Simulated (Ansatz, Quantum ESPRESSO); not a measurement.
# MgO (Periclase): Raman and infrared activity, part 2 of 3

Aim: Raman and infrared lines of MgO (Periclase).

Quantum ESPRESSO 8.0 development, patched; DFT LDA, scalar-relativistic, plane waves, PseudoDojo norm-conserving pseudopotentials.

So far. Step 2 (A probe with smearing): A gap of 4.7 eV opens on this mesh, so the crystal is taken as an insulator; the start stands at -6.5 GPa. Step 4 (Self-consistent run for the response): The cell stands at -0.046 GPa, close enough for phonons. The relaxed cell has a = 4.160 Å (conventional setting).

The database entry behind the starting cell differs from later determinations by our own check (about 0.1 % long), so it need not match the best structure at ambient conditions.

### Step 5. Linear response at Γ

At q = 0 one unit cell holds all displacements; symmetry groups them into irreducible representations that are solved one by one. The response to a field gives ε∞ and the Born charges, which polar modes need. Third-order response adds the Raman tensors.

ph.in reads:

```
phonons
&INPUTPH
  prefix = 'x'
  outdir = './tmp'
  fildyn = 'g.dyn'
  tr2_ph = 1.0d-18
  epsil  = .true.
  lraman = .true.
  elop   = .true.
/
0.000000000000 0.000000000000 0.000000000000
```

Run with:

```
> OMP_NUM_THREADS=1 mpirun -n 4 ph.x -nk 4 -in ph.in > ph.out
```

The program printed:

```text
[banners, grids, parts of the stress and lines that vanish by symmetry left out]
[banner, memory and clock lines left out]
Program PHONON v.8.0dev

     Dynamical matrices for q-points given in input
     (   1q-points):
       N         xq(1)         xq(2)         xq(3)
       1   0.000000000   0.000000000   0.000000000

     ./tmp/x.save/

     IMPORTANT: XC functional enforced from input :
     Exchange-correlation= PW
                           (   1   4   0   0   0   0   0)
     Any further DFT definition will be discarded
     Please, verify this is what you really want

     G-vector sticks info

     Reading collected, re-writing distributed wavefunctions in ./tmp/

     Number and degeneracy of irreps per q-point
       N         xq(1)         xq(2)         xq(3)   N irreps
       1   0.000000000   0.000000000   0.000000000       2
        3   3

     Calculation of q =    0.0000000   0.0000000   0.0000000

     phonons

     bravais-lattice index     =            2
     lattice parameter (alat)  =       7.8616  a.u.
     unit-cell volume          =     121.4713 (a.u.)^3
     number of atoms/cell      =            2
     number of atomic types    =            2
     kinetic-energy cut-off    =      84.0000  Ry
     charge density cut-off    =     336.0000  Ry
     convergence threshold     =      1.0E-18
     beta                      =       0.7000
     number of iterations used =            4
     Exchange-correlation= PW
                           (   1   4   0   0   0   0   0)

     celldm(1)=    7.86161  celldm(2)=    0.00000  celldm(3)=    0.00000
     celldm(4)=    0.00000  celldm(5)=    0.00000  celldm(6)=    0.00000

     crystal axes: (cart. coord. in units of alat)
               a(1) = ( -0.5000  0.0000  0.5000 )
               a(2) = (  0.0000  0.5000  0.5000 )
               a(3) = ( -0.5000  0.5000  0.0000 )

     reciprocal axes: (cart. coord. in units 2 pi/alat)
               b(1) = ( -1.0000 -1.0000  1.0000 )
               b(2) = (  1.0000  1.0000  1.0000 )
               b(3) = ( -1.0000  1.0000 -1.0000 )

     Atoms inside the unit cell:

     Cartesian axes

     site n.  atom      mass           positions (alat units)
        1  Mg     24.3050   tau(    1) = (    0.00000    0.00000    0.00000  )
        2  O      15.9990   tau(    2) = (   -0.50000    0.50000    0.50000  )

     Computing dynamical matrix for
                    q = (   0.0000000   0.0000000   0.0000000 )

     49 Sym.Ops. (with q -> -q+G )

     G cutoff =  526.0197  (  12627 G-vectors)     FFT grid: ( 36, 36, 36)
     number of k points=    72
                       cart. coord. in units 2pi/alat
        k(    1) = (   0.0000000   0.0000000   0.0000000), wk =   0.0011574
        k(    2) = (  -0.0833333   0.0833333  -0.0833333), wk =   0.0092593
        k(    3) = (  -0.1666667   0.1666667  -0.1666667), wk =   0.0092593
        [... further k-points left out ...]

     PseudoPot. # 1 for Mg read from file:
     ./pseudo/Mg.upf
     Pseudo is Norm-conserving, Zval = 10.0

     PseudoPot. # 2 for O  read from file:
     ./pseudo/O.upf
     Pseudo is Norm-conserving + core correction, Zval =  6.0

     Mode symmetry, O_h (m-3m)  point group:

     Electric field:
     Dielectric constant
     Born effective charges as d Force / d E
     Raman tensor
     Electro-optic tensor

     Atomic displacements:
     There are    2 irreducible representations

     Representation     1      3 modes -  To be done

     Representation     2      3 modes -  To be done

     Alpha used in Ewald sum =   2.8000

     Electric Fields Calculation

     The passes end when |ddv_scf|^2 is under  1.2E-19 (on this mesh; tr2_ph alone asks  1.0E-18)

      iter #   1   av.it.:   5.9
      thresh= 1.000E-02 alpha_mix =  0.700 |ddv_scf|^2 =  8.629E-09

      [... iterations left out ...]
      iter #   7   av.it.:  12.1
      thresh= 1.094E-10 alpha_mix =  0.700 |ddv_scf|^2 =  2.243E-20

     End of electric fields calculation

          Dielectric constant in cartesian axis

          (       3.172188516       0.000000000       0.000000000 )
          (       0.000000000       3.172188516       0.000000000 )
          (       0.000000000       0.000000000       3.172188516 )

          Effective charges (d Force / dE) in cartesian axis without acoustic sum rule applied (asr)

           atom    1  Mg    Mean Z*:        1.97174
      Ex  (        1.97174       -0.00000       -0.00000 )
      Ey  (       -0.00000        1.97174        0.00000 )
      Ez  (       -0.00000        0.00000        1.97174 )
           atom    2  O     Mean Z*:       -1.97175
      Ex  (       -1.97175       -0.00000       -0.00000 )
      Ey  (       -0.00000       -1.97175        0.00000 )
      Ez  (       -0.00000        0.00000       -1.97175 )

          Effective charges Sum: Mean:       -0.00001
             -0.00001       -0.00000       -0.00000
             -0.00000       -0.00001        0.00000
             -0.00000        0.00000       -0.00001

          Effective charges (d Force / dE) in cartesian axis with asr applied:
           atom    1  Mg    Mean Z*:        1.97174
      E*x (        1.97174       -0.00000       -0.00000 )
      E*y (        0.00000        1.97174       -0.00000 )
      E*z (       -0.00000        0.00000        1.97174 )
           atom    2  O     Mean Z*:       -1.97174
      E*x (       -1.97174        0.00000        0.00000 )
      E*y (       -0.00000       -1.97174        0.00000 )
      E*z (        0.00000       -0.00000       -1.97174 )

     Calling punch_plot_e
     Writing on file  drho

     Computing Pc [DH,Drho] |psi>

     Derivative coefficient:  0.001000    Threshold: 1.00E-12
     Non-scf  u_k: avg # of iterations = 12.2
     Non-scf Du_k: avg # of iterations = 24.9

          Dielectric constant from finite-differences

          (       3.172113804      -0.000000000      -0.000000000 )
          (      -0.000000000       3.172113804       0.000000000 )
          (      -0.000000000       0.000000000       3.172113804 )

              Electro-optic tensor is defined as
            the derivative of the dielectric tensor
              with respect to one electric field
                 units are Rydberg a.u.

            to obtain the static chi^2 multiply by 1/2

            to convert to pm/Volt multiply per 2.7502

          Electro-optic tensor in cartesian axis:

          (       0.000000000       0.000000000      -0.000000000 )
          (       0.000000000       0.000000000       0.000000000 )
          (       0.000000000       0.000000000       0.000000000 )

          (       0.000000000       0.000000000      -0.000000000 )
          (       0.000000000       0.000000000      -0.000000000 )
          (       0.000000000      -0.000000000       0.000000000 )

          (      -0.000000000      -0.000000000      -0.000000000 )
          (      -0.000000000      -0.000000000       0.000000000 )
          (      -0.000000000       0.000000000      -0.000000000 )

          Electro-optic tensor: contribution #   1

          (       0.000000000       0.000000000       0.000000000 )
          (      -0.000000000       0.000000000      -0.000000000 )
          (      -0.000000000      -0.000000000       0.000000000 )

          (      -0.000000000       0.000000000       0.000000000 )
          (       0.000000000       0.000000000       0.000000000 )
          (      -0.000000000      -0.000000000       0.000000000 )

          (      -0.000000000      -0.000000000       0.000000000 )
          (       0.000000000      -0.000000000       0.000000000 )
          (      -0.000000000       0.000000000       0.000000000 )

          Electro-optic tensor: contribution #   2

          (       0.000000000       0.000000000       0.000000000 )
          (      -0.000000000      -0.000000000       0.000000000 )
          (       0.000000000       0.000000000      -0.000000000 )

          (       0.000000000       0.000000000      -0.000000000 )
          (       0.000000000      -0.000000000       0.000000000 )
          (       0.000000000       0.000000000      -0.000000000 )

          (       0.000000000       0.000000000       0.000000000 )
          (       0.000000000       0.000000000      -0.000000000 )
          (      -0.000000000      -0.000000000       0.000000000 )

     Computing Second order response

      iter #   1   av.it.:   7.1
      thresh= 1.000E-02 alpha_mix =  0.700 |ddv_scf|^2 =  9.629E-09

      [... iterations left out ...]
      iter #   8   av.it.:  12.6
      thresh= 6.415E-11 alpha_mix =  0.700 |ddv_scf|^2 =  1.840E-20

          Raman tensor (au^-1) in cartesian axis

           atom      1
          (       0.000000000      -0.000000000       0.000000000 )
          (      -0.000000000      -0.000000000       0.000000000 )
          (       0.000000000       0.000000000       0.000000000 )

          (       0.000000000      -0.000000000       0.000000000 )
          (      -0.000000000      -0.000000000       0.000000000 )
          (       0.000000000       0.000000000       0.000000000 )

          (       0.000000000      -0.000000000       0.000000000 )
          (       0.000000000      -0.000000000      -0.000000000 )
          (       0.000000000      -0.000000000      -0.000000000 )

           atom      2
          (      -0.000000000      -0.000000000       0.000000000 )
          (      -0.000000000      -0.000000000       0.000000000 )
          (       0.000000000       0.000000000      -0.000000000 )

          (       0.000000000      -0.000000000       0.000000000 )
          (      -0.000000000      -0.000000000       0.000000000 )
          (       0.000000000       0.000000000       0.000000000 )

          (      -0.000000000       0.000000000       0.000000000 )
          (       0.000000000      -0.000000000       0.000000000 )
          (       0.000000000       0.000000000      -0.000000000 )

     Raman tensor (A^2)

     atom #    1    pol.  1
      0.315334789395E-22     -0.279882949167E-23      0.643730783084E-22
     -0.207113382383E-22     -0.341457197984E-22      0.300407698772E-22
      0.643730783084E-22      0.539241148728E-22      0.315334789395E-22
     atom #    1    pol.  2
      0.180990973795E-22     -0.279882949167E-23      0.315334789395E-22
     -0.207113382383E-22     -0.386238469850E-22      0.345188970639E-22
[...]
atom #    1    pol.  3
[...]
atom #    2    pol.  1
[...]
atom #    2    pol.  2
[...]
atom #    2    pol.  3
[...]
0.187521575942E-22      0.129958982730E-21     -0.126786975973E-21

     Representation #   1 modes #   1   2   3

     Self-consistent Calculation

     The passes end when |ddv_scf|^2 is under  1.2E-19 (on this mesh; tr2_ph alone asks  1.0E-18)

      iter #   1   av.it.:   7.1
      thresh= 1.000E-02 alpha_mix =  0.700 |ddv_scf|^2 =  1.123E-06

      [... iterations left out ...]
      iter #   7   av.it.:  12.5
      thresh= 4.575E-10 alpha_mix =  0.700 |ddv_scf|^2 =  9.000E-20

     End of self-consistent calculation

     Convergence has been achieved

     Representation #   2 modes #   4   5   6

     Self-consistent Calculation

     The passes end when |ddv_scf|^2 is under  1.2E-19 (on this mesh; tr2_ph alone asks  1.0E-18)

      iter #   1   av.it.:   7.9
      thresh= 1.000E-02 alpha_mix =  0.700 |ddv_scf|^2 =  4.370E-06

      [... iterations left out ...]
      iter #   8   av.it.:  12.3
      thresh= 1.764E-10 alpha_mix =  0.700 |ddv_scf|^2 =  5.436E-21

     End of self-consistent calculation

     Convergence has been achieved

     Number of q in the star =    1
     List of q in the star:
          1   0.000000000   0.000000000   0.000000000

          Dielectric constant in cartesian axis

          (       3.172188516       0.000000000       0.000000000 )
          (       0.000000000       3.172188516       0.000000000 )
          (       0.000000000       0.000000000       3.172188516 )

          Effective charges (d Force / dE) in cartesian axis without acoustic sum rule applied (asr)

           atom    1  Mg    Mean Z*:        1.97174
      Ex  (        1.97174       -0.00000       -0.00000 )
      Ey  (       -0.00000        1.97174        0.00000 )
      Ez  (       -0.00000        0.00000        1.97174 )
           atom    2  O     Mean Z*:       -1.97175
      Ex  (       -1.97175       -0.00000       -0.00000 )
      Ey  (       -0.00000       -1.97175        0.00000 )
      Ez  (       -0.00000        0.00000       -1.97175 )

          Effective charges Sum: Mean:       -0.00001
             -0.00001       -0.00000       -0.00000
             -0.00000       -0.00001        0.00000
             -0.00000        0.00000       -0.00001

          Effective charges (d Force / dE) in cartesian axis with asr applied:
           atom    1  Mg    Mean Z*:        1.97174
      E*x (        1.97174       -0.00000       -0.00000 )
      E*y (        0.00000        1.97174       -0.00000 )
      E*z (       -0.00000        0.00000        1.97174 )
           atom    2  O     Mean Z*:       -1.97174
      E*x (       -1.97174        0.00000        0.00000 )
      E*y (       -0.00000       -1.97174        0.00000 )
      E*z (        0.00000       -0.00000       -1.97174 )

     Diagonalizing the dynamical matrix

     q = (    0.000000000   0.000000000   0.000000000 )

 **************************************************************************
     freq (    1) =       0.084016 [THz] =       2.802485 [cm-1]
     freq (    2) =       0.084016 [THz] =       2.802485 [cm-1]
     freq (    3) =       0.084016 [THz] =       2.802485 [cm-1]
     freq (    4) =      12.269544 [THz] =     409.267921 [cm-1]
     freq (    5) =      12.269544 [THz] =     409.267921 [cm-1]
     freq (    6) =      12.269544 [THz] =     409.267921 [cm-1]
 **************************************************************************

     Mode symmetry, O_h (m-3m)  point group:

     freq (   1-   3) =          2.8  [cm-1]   --> T_1u G_15  G_4- I
     freq (   4-   6) =        409.3  [cm-1]   --> T_1u G_15  G_4- I
```

Elapsed: 4.6 min, on 4 MPI ranks of Arm Neoverse V2, shared host; 18 min of CPU time.

Numbers from this step:

* miss of the charge sum rule: 1.00e-5 e
* largest acoustic frequency at the zone centre before the sum rule: 2.8 cm⁻¹
* highest optical zone-centre mode (no LO-TO term): 409.3 cm⁻¹
* lowest optical zone-centre mode: 409.3 cm⁻¹
* mean high-frequency dielectric constant: 3.172
* largest Born charge in size (third of the trace): 1.972 e

Born charge (rows field, columns displacement), before the sum rule (e), principal values of the symmetric part by kind of site:

| atom | atoms with these values | low | middle | high | mean |
| --- | --- | --- | --- | --- | --- |
| Mg1 | 1 | 1.97 | 1.97 | 1.97 | 1.97 |
| O2 | 1 | -1.97 | -1.97 | -1.97 | -1.97 |

In full for O2:

```
-1.97  0.00  0.00
 0.00 -1.97  0.00
 0.00  0.00 -1.97
```

High-frequency dielectric tensor:

```
3.17 0.00 0.00
0.00 3.17 0.00
0.00 0.00 3.17
```

The acoustic modes at Γ come out as far as 2.8 cm⁻¹ from zero, where they should vanish, a small numerical error; the Born charges miss their sum rule by 1.0e-5 e, which is good.

### Step 6. Modes with the sum rule

A rigid shift of the crystal must cost nothing, but grids and finite bases break this; the acoustic sum rule is imposed before the matrix is diagonalised again. With Born charges the intensities follow, and the static dielectric tensor.

dynmat.in reads:

```
&INPUT
  fildyn = 'g.dyn'
  asr    = 'simple'
  fileig = 'dynmat.eig'
  lperm  = .true.
/
```

Run with:

```
> dynmat.x -in dynmat.in > dynmat.out
```

The program printed:

```text
[banner, memory and clock lines left out]
Program DYNMAT v.8.0dev

     Reading Dynamical Matrix from file g.dyn
     ...Force constants read
     ...epsilon and Z* read
     ...Raman cross sections read
     A direction for q was not specified:TO-LO splitting will be absent

     Polarizability (A^3 units)
     multiply by 0.580025 for Clausius-Mossotti correction (not under assume_isolated = 'mt')
         3.111464    0.000000    0.000000
         0.000000    3.111464    0.000000
         0.000000    0.000000    3.111464

     IR activities are in (D/A)^2/amu units

# mode   [cm-1]    [THz]      IR
    1      0.00    0.0000    0.0000
    2      0.00    0.0000    0.0000
    3      0.00    0.0000    0.0000
    4    409.26   12.2693    9.2967
    5    409.26   12.2693    9.2967
    6    409.26   12.2693    9.2967

Electronic dielectric permittivity tensor (relative, adimensional)
         3.172189    0.000000    0.000000
         0.000000    3.172189    0.000000
         0.000000    0.000000    3.172189

 ... with zone-center polar mode contributions
         9.748826    0.000000    0.000000
         0.000000    9.748826    0.000000
         0.000000    0.000000    9.748826
```

Elapsed: 0.47 s, on 1 thread.

This step gave:

| Item | Value |
| --- | --- |
| mean static dielectric constant | 9.749 |

Unit eigenvectors of the mass-weighted matrix after the sum rule; no LO-TO term. Modes at Γ, with each element's share of the kinetic energy:

```
mode  frequency (cm⁻¹)  symmetry  Mg %  O %
   1               0.0  acoustic    60   40
   2               0.0  acoustic    60   40
   3               0.0  acoustic    60   40
   4             409.3       T1u    40   60
   5             409.3       T1u    40   60
   6             409.3       T1u    40   60
```

Displacements in mode 5 (409.3 cm⁻¹), the largest set to 1:
```
Mg1  0.00  0.00 -0.66
O2   0.00  0.00  1.00
```

Degenerate modes summed, no LO-TO term. Lines of the infrared spectrum (strongest = 100):

```
position (cm⁻¹)  lines merged  label  IR intensity, relative
            409             3    T1u                     100
```

Static dielectric tensor (ions relaxed, fixed cell):

```
9.75 0.00 0.00
0.00 9.75 0.00
0.00 0.00 9.75
```

The rule moves no optical mode by more than 0.1 cm⁻¹.

### Step 7. Sum rules set otherwise: a sum rule for molecules or wires on a crystal

This rule also removes rotations, which suits wires and not a crystal; it is tried to see the harm.

dynmat.in reads:

```
&INPUT
  fildyn = 'g.dyn'
  asr    = 'one-dim'
  fileig = 'dynmat.eig'
  lperm  = .true.
/
```

Run with:

```
> dynmat.x -in dynmat.in > dynmat.out
```

The program printed:

```text
[banner, memory and clock lines left out]
Program DYNMAT v.8.0dev

     Reading Dynamical Matrix from file g.dyn
     ...Force constants read
     ...epsilon and Z* read
     ...Raman cross sections read
asr rotation axis in 1D system=    3
     For the rotational sum rules    1 atoms are taken in another cell, next to their neighbours
     Acoustic Sum Rule: || Z*(ASR) - Z*(orig)|| =    1.584997E-05
     Acoustic Sum Rule: ||dyn(ASR) - dyn(orig)||=    3.223338E-05
     Message from routine dynmat:
     WARNING: the charges keep any dipole. Ignore the strengths of the modes set to zero; with q typed a rigid rotation may get a frequency
     A direction for q was not specified:TO-LO splitting will be absent

     Polarizability (A^3 units)
     multiply by 0.580025 for Clausius-Mossotti correction (not under assume_isolated = 'mt')
         3.111464    0.000000    0.000000
         0.000000    3.111464    0.000000
         0.000000    0.000000    3.111464

     IR activities are in (D/A)^2/amu units

# mode   [cm-1]    [THz]      IR
    1     -0.00   -0.0000    0.0000
    2     -0.00   -0.0000    0.0000
    3      0.00    0.0000    0.0000
    4    409.27   12.2696    9.2967
    5    409.27   12.2696    9.2967
    6    409.27   12.2696    9.2967

Electronic dielectric permittivity tensor (relative, adimensional)
         3.172189    0.000000    0.000000
         0.000000    3.172189    0.000000
         0.000000    0.000000    3.172189

 ... with zone-center polar mode contributions
         9.748504    0.000000   -0.000000
         0.000000    9.748504    0.000000
        -0.000000    0.000000    9.748504
```

The job ended after 0.46 s (1 thread).

The program raised no error, yet the settings are not those of a careful run.

The fault: a sum rule for molecules or wires on a crystal; here no optical mode moves by more than 0.1 cm⁻¹.

Zone-centre frequencies as printed; negative means imaginary. Modes:

```
mode  frequency (cm⁻¹)
   1                 0
   2                 0
   3                 0
   4             409.3
   5             409.3
   6             409.3
```

[end of part 2 of 3]

[Host names and launcher messages were left out of these logs when they were recorded.]

[Logs are printed without paths, hosts, clocks, repeated set-up lines and the standing remarks that a program may print on its own settings, such as how far it seeks lower states.]

[Hosts, paths, dates, database ids (printed as entryN), source tags and the programs' standing remarks are cut or masked in the printed files.]
